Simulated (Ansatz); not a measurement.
In doubt: masses and optical values from hybrid runs of this build are listed as unsure (in some of the runs), which bears on the screening that GW takes from such a start.

System: WS2 (Tungstenite).

The database entry behind the starting cell differs from later determinations by our own check (an axis about 1.4 % long against later determinations), so it need not match the best structure at ambient conditions.

```
W S
1.0
     3.18000    0.00000    0.00000
    -1.59000    2.75396    0.00000
     0.00000    0.00000   12.50000
W S
2 4
Direct
  0.33333 0.66667 0.25000
  0.66667 0.33333 0.75000
  0.33333 0.66667 0.62500
  0.66667 0.33333 0.12500
  0.33333 0.66667 0.87500
  0.66667 0.33333 0.37500
```

The cell and positions come from the Crystallography Open Database and are kept as given unless a step says otherwise. Spin-orbit coupling is left out unless a run names it. PAW set soft_2, made with PBE.

Gaps computed with Ansatz 0.2.0 without a self-energy: HSE06 1.58 eV, r2SCAN 1.15 eV and PBE0 2.24 eV.

Q: Estimate the G0W0@HSE06 gap with 6×6×2 mesh, 867 empty bands, screening to 230 eV, default PAW files.

About 1.68 eV: on its mesh the run moves the gap from 1.58 eV by +0.10 eV. Among the scalar-relativistic levels given, HSE06 is nearest (−0.10 eV). Bands and cutoff are finite, so the gap is not at the basis limit. The miss can reach some tenths of an eV and take either sign; the mesh is an error of its own. The many-body steps are scalar-relativistic: spin-orbit coupling is not in them.

[Paths, hosts, dates, memory and timing lines, banners, echoed tables and standing remarks are left out of the program output.]

[Logs are printed without paths, hosts, clocks, repeated set-up lines and the standing remarks that a program may print on its own settings, such as how far it seeks lower states.]

[Runs of the session that timed out or met a known fault of the program may be left out.]

[Cells called generated may have been cut or substituted from an entry of the Crystallography Open Database or the Materials Project.]

[Hosts, paths, dates, database ids (printed as entryN), source tags and the programs' standing remarks are cut or masked in the printed files.]
